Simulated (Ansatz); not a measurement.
**Electron scattering at the Σ11 (113) boundary in fcc Ag, starting shift (0.5, 0.5)**

How much does the Σ11 (113) boundary in fcc Ag, starting shift (0.5, 0.5) reflect electrons?

Method: Ansatz plane-wave DFT, PBE, PAW files; relaxation of a bicrystal slab with its lowest layers held; PAW set soft_1, in the first sound run; inputs show where later runs differ, in Ansatz 0.2.0.

Most raw output is cut from this account.

## Step 1: Starting point

The cell holds 14 atoms: 14 Ag. Its edges and angles: a = 2.889 Å, b = 5.005 Å, c = 28.248 Å, α = 90.0°, β = 90.0°, γ = 73.2°. It derives from Ag. built on the (1 1 3) plane; 2 overlapping atoms removed and the grains opened by 0 Å. Vacuum lies along c.

## Step 2: Relaxing the bicrystal

The boundary is built by mirroring the lower grain in the boundary plane and removing any atoms that overlap. A thin bicrystal slab is relaxed first, with the lowest layers held and the upper grain free to shift and open.

File input.yaml:

```yaml
crystal:
  lattice:
    - [2.8893797293, 0.0, 0.0]
    - [1.4446898646, 4.7914942194, 0.0]
    - [0.0, 0.0, 28.2484991868]
  atoms:
    - { symbol: Ag, position: [0.6363636363, 0.7272727273, 0.1770005538] }
    - { symbol: Ag, position: [0.3636363636, 0.2727272727, 0.2206147525] }
    - { symbol: Ag, position: [0.0909090909, 0.8181818182, 0.2642289512] }
    - { symbol: Ag, position: [0.8181818182, 0.3636363636, 0.3078431499] }
    - { symbol: Ag, position: [0.5454545454, 0.9090909091, 0.3514573486] }
    - { symbol: Ag, position: [0.2727272727, 0.4545454545, 0.3950715472] }
    - { symbol: Ag, position: [0.0, 0.0, 0.4386857459] }
    - { symbol: Ag, position: [0.0454545454, 0.4090909091, 0.5259141433] }
    - { symbol: Ag, position: [0.3181818182, 0.8636363636, 0.569528342] }
    - { symbol: Ag, position: [0.5909090909, 0.3181818182, 0.6131425407] }
    - { symbol: Ag, position: [0.8636363636, 0.7727272727, 0.6567567394] }
    - { symbol: Ag, position: [0.1363636363, 0.2272727273, 0.7003709381] }
    - { symbol: Ag, position: [0.409090909, 0.6818181818, 0.7439851368] }
    - { symbol: Ag, position: [0.6818181818, 0.1363636363, 0.7875993354] }
kpoints:
  mp_grid: { grid: [8, 8, 1] }
hamiltonian:
  xc: pbe
  pseudopotentials: { kind: paw, azcp: { folder: soft_1 } }
scf:
  occupations: { method: fermi_dirac, width: 0.1 }
relax:
  f_tol: 0.03
  max_steps: 80
  constraints: [{ sites: [0, 1, 2] }]
```

The run is started by

```sh
> ansatz run input.yaml --threads 4 --pin off --max-ram 15360MiB --backend cpu --events-out ev --progress --plain --runs-dir out
```

Wall time 9.4 min (4 threads of Arm Neoverse V1, shared host); peak memory 2.3 GiB.

Relaxation path:

```csv
step,energy less that of the first step (eV),largest force component (eV/Å)
1,0.0000,0.5857
2,-0.3169,0.3486
3,-0.5157,0.2772
4,-0.6660,0.1835
5,-0.7351,0.1231
6,-0.7682,0.0272
7,-0.7682,0.0273
8,-0.7749,0.0219
9,-0.7790,0.0146
10,-0.7845,0.0265
```

The atoms that moved most (Å):

```csv
atom,dx,dy,dz,length
Ag9,0.579,0.166,-0.848,1.040
Ag8,0.559,0.136,-0.806,0.991
Ag11,0.565,0.221,-0.742,0.959
Ag10,0.566,0.189,-0.744,0.953
Ag14,0.562,0.274,-0.690,0.931
Ag12,0.562,0.257,-0.683,0.921
Ag13,0.562,0.259,-0.607,0.867
Ag7,-0.064,-0.112,0.240,0.272
```

This step gave:

```
free energy             : -106266.9210 eV
energy at zero smearing : -106266.8565 eV
Fermi energy            : 8.884 eV
```

The largest force component on a free atom ends at 0.026 eV/Å, under the tolerance of 0.03, after 10 steps.

## Step 3: Transmission across the boundary

Bulk layers of each grain are laid under and over the relaxed boundary, and a lead is named in the middle of each, away from the free faces. The mesh across the current, 22×22, is finer than the density's, because channels open and close sharply across the zone. Energies from -0.1 to 0.1 eV in steps of 0.05 eV are too few for the program's thermal sum, so it prints no conductance; for a metal the transmission near the Fermi level serves, at a fraction of the cost.

This step: Ansatz plane-wave DFT, PBE, PAW files; ballistic transport by layer matching (Landauer), zero bias; boundary relaxed in a short slab, bulk layers laid on; PAW set soft_1 (Ansatz 0.2.0).

System of this step: Σ11 (113) boundary in fcc Ag, starting shift (0.5, 0.5). The cell holds 33 atoms: 33 Ag. Its edges and angles: a = 2.889 Å, b = 5.005 Å, c = 47.914 Å, α = 90.0°, β = 90.0°, γ = 73.2°. It derives from Ag. Regions: lower grain, 14 atoms (14 Ag); boundary, 8 atoms (8 Ag); upper grain, 11 atoms (11 Ag). Vacuum lies along c.

File input.yaml:

```yaml
crystal:
  lattice:
    - [2.8893797293, 0.0, 0.0]
    - [1.4446898646, 4.7914942194, 0.0]
    - [0.0, 0.0, 47.9136645031]
  atoms:
    - { symbol: Ag, position: [4.909090909, -9.8181818182, 0.0834834914] }
    - { symbol: Ag, position: [4.6363636362, -9.2727272727, 0.109197151] }
    - { symbol: Ag, position: [4.3636363635, -8.7272727273, 0.1349108105] }
    - { symbol: Ag, position: [4.0909090908, -8.1818181818, 0.16062447] }
    - { symbol: Ag, position: [3.8181818181, -7.6363636364, 0.1863381296] }
    - { symbol: Ag, position: [3.5454545454, -7.0909090909, 0.2120517891] }
    - { symbol: Ag, position: [3.2727272727, -6.5454545455, 0.2377654487] }
    - { symbol: Ag, position: [2.9999999999, -6.0, 0.2634791082] }
[... 21 atom lines left out ...]
    - { symbol: Ag, position: [3.9487300198, -6.0059199131, 0.83937553] }
    - { symbol: Ag, position: [4.2214572925, -6.5513744586, 0.8650891895] }
    - { symbol: Ag, position: [4.4941845652, -7.096829004, 0.890802849] }
    - { symbol: Ag, position: [4.766911838, -7.6422835495, 0.9165165086] }
kpoints:
  mp_grid: { grid: [9, 9, 1] }
hamiltonian:
  xc: pbe
  pseudopotentials: { kind: paw, azcp: { folder: soft_1 } }
scf:
  occupations: { method: fermi_dirac, width: 0.1 }
output:
  transmission:
    leads: [[8, 9], [26, 27]]
    kmesh: [22, 22]
    e_range: [-0.1, 0.1]
    de: 0.05
  write_potential: true
  write_density: true
  volumetric_format: npy
  elf: true
```

It took 25 min on 4 threads; peak memory 12 GiB.

Numbers from this step:

| Property | Result |
| --- | --- |
| free energy | -250488.5721 eV |
| energy at zero smearing | -250488.4329 eV |
| Fermi energy | 14.03 eV |
| cell area | 13.84 Å² |
| transmission per spin nearest the Fermi level | 1.462 |
| open channels per spin nearest the Fermi level | 1.568 |
| open channels per spin, upper lead | 1.568 |
| step of the lead's potential | 6.8 meV |
| step of the upper lead's potential | 3.1 meV |

Per spin. Transmission, zone mean against energy, zero at the Fermi level:

```csv
energy (eV),"transmission, zone mean"
-0.1000,1.45
-0.0500,1.46
0.0000,1.46
0.0500,1.46
0.1000,1.45
```

Per spin. Open channels, zone mean against energy, zero at the Fermi level:

```csv
energy (eV),lead,upper lead
-0.1000,1.54,1.54
-0.0500,1.56,1.56
0.0000,1.57,1.57
0.0500,1.58,1.59
0.1000,1.58,1.58
```

Transmission over k1 and k2. At 0.0000 eV from the Fermi level.

Values, 12 rows by 16 columns, each cell a mean:
```
0.74 1.14 1.83 1.99 1.99 1.98 1.71 0.39 0.19 1.34 1.96 1.99 1.98 1.45 1.00 1.00
0.99 1.50 1.97 1.99 1.99 1.98 1.91 1.61 1.69 1.94 1.99 1.97 1.57 1.03 1.00 1.00
1.02 1.57 1.98 1.99 1.99 1.99 1.98 1.96 1.98 1.99 1.95 1.49 1.05 1.00 1.00 1.00
1.00 1.32 1.85 1.98 1.99 1.99 1.99 1.99 1.98 1.96 1.61 1.00 1.00 1.00 1.00 1.00
0.93 1.00 1.19 1.44 1.75 1.87 1.94 1.95 1.92 1.66 1.08 1.00 1.00 1.00 1.00 1.00
0.54 1.00 1.00 1.00 1.00 1.05 1.41 1.72 1.78 1.41 1.03 1.00 1.00 1.00 1.00 1.00
0.73 1.00 1.00 1.00 1.00 1.00 1.06 1.61 1.89 1.89 1.77 1.41 1.29 1.02 1.00 1.00
0.99 1.00 1.00 1.00 1.00 1.04 1.50 1.92 1.97 1.98 1.98 1.98 1.95 1.83 1.46 1.05
1.00 1.00 1.00 1.00 1.00 1.35 1.94 1.98 1.98 1.98 1.99 1.99 1.99 1.99 1.94 1.28
1.00 1.00 1.00 1.03 1.44 1.94 1.99 1.97 1.89 1.89 1.96 1.99 1.99 1.99 1.98 1.31
0.94 1.00 1.01 1.34 1.92 1.99 1.96 1.64 0.60 1.15 1.90 1.99 1.99 1.99 1.83 1.17
0.55 1.00 1.31 1.96 1.99 1.99 1.84 0.46 0.00 0.79 1.86 1.99 1.99 1.94 1.40 1.00
```
Columns: k1 (b1) from -0.5 to 0.455; rows upwards: k2 (b2) from -0.5 to 0.455.

Open channels over k1 and k2. At 0.0000 eV from the Fermi level.

Ten even steps from '0' (1.00) to '9' (2.00):
```
0009999999000999999000
9099999999009999990000
0099999999999999990000
0999999999999999900000
0999999999999999000000
0999999999999990000000
0099999999999990000000
0009999999999900000000
9000099999999900000000
0000000099999000000000
0000000009999900000000
0000000000999990000000
9000000009999999990000
0000000009999999999900
0000000099999999999990
0000000099999999999999
0000000999999999999999
0000009999999999999999
0000099999999999999990
9000099999900999999990
0000999999000999999900
0009999999000999999900
```
Columns: k1 (b1) from -0.5 to 0.455; rows upwards: k2 (b2) from -0.5 to 0.455.

Electrostatic potential energy in the cb plane at fractional x = 0.040, with atoms of Ag within 0.2 Å of it. With pseudopotentials it is smooth inside the atoms' cores, unlike the true potential.

Ten even steps from '0' (-14 eV) to '9' (18 eV), each cell a mean:
```
03799998877889999999611202798888999999999999
20589999998877889999830015899889999999999999
40489888998511379999976568999999999999999999
01689888986101038999998888888999999999999999
36899888986014027988889985457899999999999999
88898889997200048886688851003899999999999999
98778899998632478875578840002788778899999999
86335899988888899886788851003787434799999999
85113788766789998888889985347886212689999999
85224787301379887789998888889986323799999999
87657885000168875689886568999998667899999999
88889986100168876688830015899988889999999999
67899998422589887888611202899888999999999999
```
Columns run along c (16.0 Å, from fractional 0.67 to 1.00 of the cell; values clipped at the 3rd and 97th percentile), rows up along b (5.0 Å).

Valence density in the cb plane at fractional x = 0.040, with atoms of Ag within 0.2 Å of it. It is the smooth field of the valence electrons, not physical close to the nuclei.

Ten steps, logarithmic in the rise over the least value, from '0' (0 e/Å³) to '9' (16 e/Å³), each cell a mean:
```
64211111222211111111369985211221100000000000
97311111111222211111246763111111100000000000
97411111112356421111123332111111000000000000
85311121113689742111111111211111000000000000
43111121113699852112211123432110000000000000
11111111112578742122221136764211111000000000
11222111111345321123321247875211222100000000
12443211111122111122221136764212443210000000
23564211233211111112111123442123565210000000
23554212466421122211111112211113454210000000
12332113688631223321123332111112332100000000
11111113677521223221246763111111111000000000
32111112455321122211368985211111110000000000
```
Columns run along c (16.0 Å, from fractional 0.67 to 1.00 of the cell), rows up along b (5.0 Å).

ELF in the cb plane at fractional x = 0.040, with atoms of Ag within 0.2 Å of it. It is the smooth field of the valence electrons, not physical close to the nuclei.

Values, 7 rows by 16 columns, each cell a mean:
```
0.40 0.17 0.17 0.19 0.18 0.18 0.17 0.26 0.52 0.25 0.17 0.17 0.12 0.04 0.01 0.00
0.47 0.18 0.17 0.19 0.38 0.30 0.17 0.18 0.23 0.18 0.18 0.16 0.10 0.04 0.01 0.00
0.24 0.18 0.17 0.19 0.53 0.39 0.17 0.18 0.19 0.30 0.21 0.17 0.14 0.08 0.02 0.00
0.18 0.20 0.17 0.17 0.29 0.24 0.19 0.22 0.20 0.46 0.29 0.19 0.21 0.12 0.04 0.00
0.25 0.33 0.17 0.23 0.18 0.17 0.17 0.18 0.18 0.30 0.21 0.26 0.33 0.14 0.05 0.00
0.21 0.25 0.20 0.45 0.25 0.19 0.20 0.18 0.23 0.17 0.16 0.21 0.26 0.13 0.04 0.00
0.19 0.17 0.19 0.40 0.23 0.19 0.19 0.25 0.52 0.24 0.16 0.17 0.16 0.09 0.02 0.00
```
Columns run along c (16.0 Å, from fractional 0.67 to 1.00 of the cell), rows up along b (5.0 Å).

Over the solved energies the transmission per spin lies between 1.45 and 1.46, out of 1.57 channels of the lead on average (up to 1.58).

## Step 4: Specific resistance

This step: Ansatz plane-wave DFT, PBE, PAW files; ballistic transport by layer matching (Landauer), zero bias; specific resistance of the boundary; PAW set soft_1 (Ansatz 0.2.0).

Numbers from this step:

| Quantity | Value |
| --- | --- |
| area resistance | 0.08730 fΩ m² |
| T over the leads' mean channel count | 0.9289 |

Averaged over the energies near the Fermi level, 92.9 % of the channels pass, which makes 0.0873 fΩ m².

By hand, with T and the leads' channels N averaged over the energies near the Fermi level: RA = A (h/2e²)(1/T − ½[1/N₁ + 1/N₂]) = 13.84×10⁻²⁰ m² × 12 906 Ω × (1/1.456 − ½[1/1.567 + 1/1.568]) = 0.0873 fΩ m².

## Step 5: Single-crystal slab for reference

The free faces cost energy too. A single-crystal slab with the same faces and held layers is relaxed, so that they cancel.

This step: Ansatz plane-wave DFT, PBE, PAW files; relaxation of a single-crystal slab with its lowest layers held; PAW set soft_1 (Ansatz 0.2.0).

System of this step: Ag slab, plane (1, 1, 3). The cell holds 15 atoms: 15 Ag. Its edges and angles: a = 2.889 Å, b = 5.005 Å, c = 28.248 Å, α = 90.0°, β = 90.0°, γ = 73.2°. It derives from Ag. Vacuum lies along c.

File input.yaml:

```yaml
crystal:
  lattice:
    - [2.8893797293, 0.0, 0.0]
    - [1.4446898646, 4.7914942194, 0.0]
    - [0.0, 0.0, 28.2484991868]
  atoms:
    - { symbol: Ag, position: [0.8181818181, 0.3636363636, 0.1770005538] }
    - { symbol: Ag, position: [0.5454545453, 0.9090909091, 0.2206147525] }
    - { symbol: Ag, position: [0.2727272726, 0.4545454545, 0.2642289512] }
    - { symbol: Ag, position: [0.9999999999, 1.0, 0.3078431499] }
    - { symbol: Ag, position: [0.7272727272, 0.5454545454, 0.3514573486] }
    - { symbol: Ag, position: [0.4545454545, 0.0909090909, 0.3950715472] }
    - { symbol: Ag, position: [0.1818181818, 0.6363636363, 0.4386857459] }
    - { symbol: Ag, position: [0.909090909, 0.1818181818, 0.4822999446] }
    - { symbol: Ag, position: [0.6363636363, 0.7272727273, 0.5259141433] }
    - { symbol: Ag, position: [0.3636363636, 0.2727272727, 0.569528342] }
    - { symbol: Ag, position: [0.0909090909, 0.8181818182, 0.6131425407] }
    - { symbol: Ag, position: [0.8181818182, 0.3636363636, 0.6567567394] }
    - { symbol: Ag, position: [0.5454545454, 0.9090909091, 0.7003709381] }
    - { symbol: Ag, position: [0.2727272727, 0.4545454545, 0.7439851368] }
    - { symbol: Ag, position: [0.0, 0.0, 0.7875993354] }
kpoints:
  mp_grid: { grid: [8, 8, 1] }
hamiltonian:
  xc: pbe
  pseudopotentials: { kind: paw, azcp: { folder: soft_1 } }
scf:
  occupations: { method: fermi_dirac, width: 0.1 }
relax:
  f_tol: 0.03
  max_steps: 80
  constraints: [{ sites: [0, 1, 2] }]
```

Run time: 4.6 min. Hardware: 4 threads; peak memory 2 GiB.

The steps of the relaxation:

```csv
step,energy less that of the first step (eV),largest force component (eV/Å)
1,0.0000,0.3377
2,-0.0481,0.0744
3,-0.0814,0.0586
4,-0.0880,0.0396
5,-0.0903,0.0078
6,-0.0911,0.0079
7,-0.0913,0.0055
```

The atoms that moved most (Å):

```csv
atom,dx,dy,dz,length
Ag14,0.000,-0.266,0.502,0.568
Ag15,0.000,-0.284,0.402,0.492
Ag13,0.000,-0.264,0.413,0.490
Ag12,0.000,-0.225,0.378,0.440
Ag11,0.000,-0.194,0.345,0.396
Ag10,0.000,-0.170,0.301,0.346
Ag9,0.000,-0.148,0.263,0.302
Ag8,0.000,-0.131,0.222,0.258
```

The relaxed structure:

```xyz
15
Lattice="2.8894 0.0000 0.0000 1.4447 4.7915 0.0000 0.0000 0.0000 28.2485" Properties=species:S:1:pos:R:3
Ag    2.8894    1.7424    5.0000
Ag    2.8894    4.3559    6.2320
Ag    1.4447    2.1780    7.4641
Ag    4.3341    4.7561    8.7751
Ag    2.8894    2.5446   10.0182
Ag    1.4447    0.3439   11.3056
Ag    1.4447    2.9355   12.5692
Ag    2.8894    0.7406   13.8467
Ag    2.8894    3.3365   15.1190
Ag    1.4447    1.1371   16.3897
Ag    1.4447    3.7259   17.6649
Ag    2.8894    1.5174   18.9303
Ag    2.8894    4.0917   20.1971
Ag    1.4447    1.9119   21.5181
Ag    0.0000   -0.2844   22.6503
```

This step gave:

```
free energy             : -113857.6538 eV
energy at zero smearing : -113857.5801 eV
Fermi energy            : 9.852 eV
```

The largest force component on a free atom ends at 0.0055 eV/Å, under the tolerance of 0.03, after 7 steps.

## Step 6: Bulk reference

The perfect crystal gives the energy per atom, for the atoms by which bicrystal and slab differ.

This step: Ansatz plane-wave DFT, PBE, PAW files; bulk reference; PAW set soft_1 (Ansatz 0.2.0).

System of this step: Ag. It takes space group Fm-3m (No. 225, cubic). Conventional cell: a = 4.086 Å, b = 4.086 Å, c = 4.086 Å, α = 90.00°, β = 90.00°, γ = 90.00°. Nearest to Ag lie 12 Ag at 2.89 Å.

input.yaml, the sections that differ from step 5:

```yaml
crystal:
  lattice:
    - [0.0, 2.0431, 2.0431]
    - [2.0431, 0.0, 2.0431]
    - [2.0431, 2.0431, 0.0]
  atoms:
    - { symbol: Ag, position: [0.0, 0.0, 0.0] }
kpoints:
  mp_grid: { grid: [18, 18, 18] }
# hamiltonian, scf: as in step 5
# relax: removed
```

The job ended after 0.69 s (4 threads; peak memory 0.28 GiB; 2.2 s of CPU time).

Numbers from this step:

| Property | Result |
| --- | --- |
| free energy | -7590.6093 eV |
| energy at zero smearing | -7590.6055 eV |
| Fermi energy | 17.24 eV |

## Step 7: Boundary energy

This step: Ansatz plane-wave DFT, PBE, PAW files; bicrystal less single-crystal slab less bulk atoms, a boundary area; PAW set soft_1 (Ansatz 0.2.0).

This step gave:

```
excess energy of the cell : 0.1181 eV
boundary energy           : 0.1366 J/m²
```

The boundary costs 0.14 J/m².

By hand: 0.118 eV / 13.84 Å² × 16.02 = 0.137 J/m².

## Step 8: Summary of results

```
specific resistance of the boundary : 0.0873 fΩ m²
share of channels that pass         : 0.929
boundary energy                     : 0.137 J/m²
```

What this shows: The boundary has a specific resistance of 0.087 fΩ m² and an energy of 0.14 J/m². The boundary reflects 7.1 % of the channels; 0.087 fΩ m² is 0.87×10⁻¹² Ω·cm². That equals the resistance of 5.4 nm of bulk Ag at 300 K (measured 1.629 µΩ cm, CRC Handbook of Chemistry and Physics, 84th ed., 2003, Electrical Resistivity of Pure Metals). In the relaxation the upper grain slid sideways by about 0.6 Å, so the result belongs to the position that it found, not to the starting one. One starting structure was relaxed; another shift or atom count at the boundary may lie lower.

[Logs are printed without paths, hosts, clocks, repeated set-up lines and the standing remarks that a program may print on its own settings, such as how far it seeks lower states.]

[Hosts, paths, dates, database ids (printed as entryN), source tags and the programs' standing remarks are cut or masked in the printed files.]
